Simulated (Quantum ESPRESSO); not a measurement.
Two runs for the O K edge of atom 4 in Nd2SeO2 (P-3m1). Run A: Quantum ESPRESSO XSpectra, LDA, full core hole (charged cell), 15-atom cell with 6.9 Å between holes, 4×4×3 k points, dipole transitions, Lorentzian half width 0.4 eV, without spin-orbit coupling. Run B differs in one choice.

Energy from the lowest empty level; intensity scaled to a mean of 1 over the first 20 eV:

```
E (eV)     A     B
  -2.0  0.07  0.07
  -1.4  0.10  0.11
  -0.8  0.16  0.22
  -0.2  0.32  0.49
   0.4  0.93  1.20
   1.0  1.24  0.74
   1.6  0.95  0.77
   2.2  1.20  1.24
   2.8  1.54  1.76
   3.4  1.60  1.84
   4.0  1.79  1.61
   4.6  1.55  1.33
   5.2  1.27  1.25
   5.8  1.14  1.04
   6.4  0.85  0.86
   7.0  0.83  0.92
   7.6  0.85  0.89
   8.2  0.75  0.87
   8.8  0.96  0.89
   9.4  0.98  1.14
  10.0  1.03  1.18
  10.6  0.95  0.91
  11.2  1.09  0.97
  11.8  1.04  0.99
  12.4  0.97  0.93
  13.0  0.92  0.90
  13.6  0.75  0.88
  14.2  0.74  0.72
  14.8  0.75  0.70
  15.4  0.80  0.83
  16.0  0.93  0.92
  16.6  0.81  0.84
  17.2  0.72  0.80
  17.8  0.79  0.75
  18.4  0.87  0.84
  19.0  0.80  0.89
  19.6  0.75  0.76
  20.2  0.84  0.87
  20.8  0.81  0.80
  21.4  0.78  0.82
  22.0  0.76  0.78
  22.6  0.78  0.78
  23.2  0.88  0.83
  23.8  0.79  0.79
  24.4  0.76  0.73
  25.0  0.80  0.74
  25.6  0.76  0.86
  26.2  0.74  0.81
  26.8  0.75  0.78
  27.4  0.73  0.74
  28.0  0.66  0.73
  28.6  0.64  0.67
  29.2  0.67  0.62
  29.8  0.70  0.68
  30.4  0.66  0.65
  31.0  0.65  0.65
  31.6  0.66  0.67
```

What was changed?
a) the size of the supercell
b) the plane-wave cutoff
c) the radius of the reconstruction
d) the volume of the cell

(a): run B changes the supercell atoms from 15 to 5, and the k mesh follows the cell. Against the first run the r.m.s. difference is 13 %. The highest intensity below 16 eV goes from 4.2 eV (1.80) to 3.2 eV (1.86). Other settings could leave a like mark; this is the one that was changed.

[Banner, clock and machine lines of the logs are left out without a mark of their own.]

[Logs are printed without paths, hosts, clocks, repeated set-up lines and the standing remarks that a program may print on its own settings, such as how far it seeks lower states.]

[Hosts, paths, dates, database ids (printed as entryN), source tags and the programs' standing remarks are cut or masked in the printed files.]

[Lists of maxima count a maximum above −3 eV only where it reaches 4 % of the highest in the window and stands out from its surroundings by 2 % of it (1.5 % where it reaches 55 %); shoulders and weaker maxima are passed over, and of the rest the first, up to two pre-edge ones and the few strongest are named.]
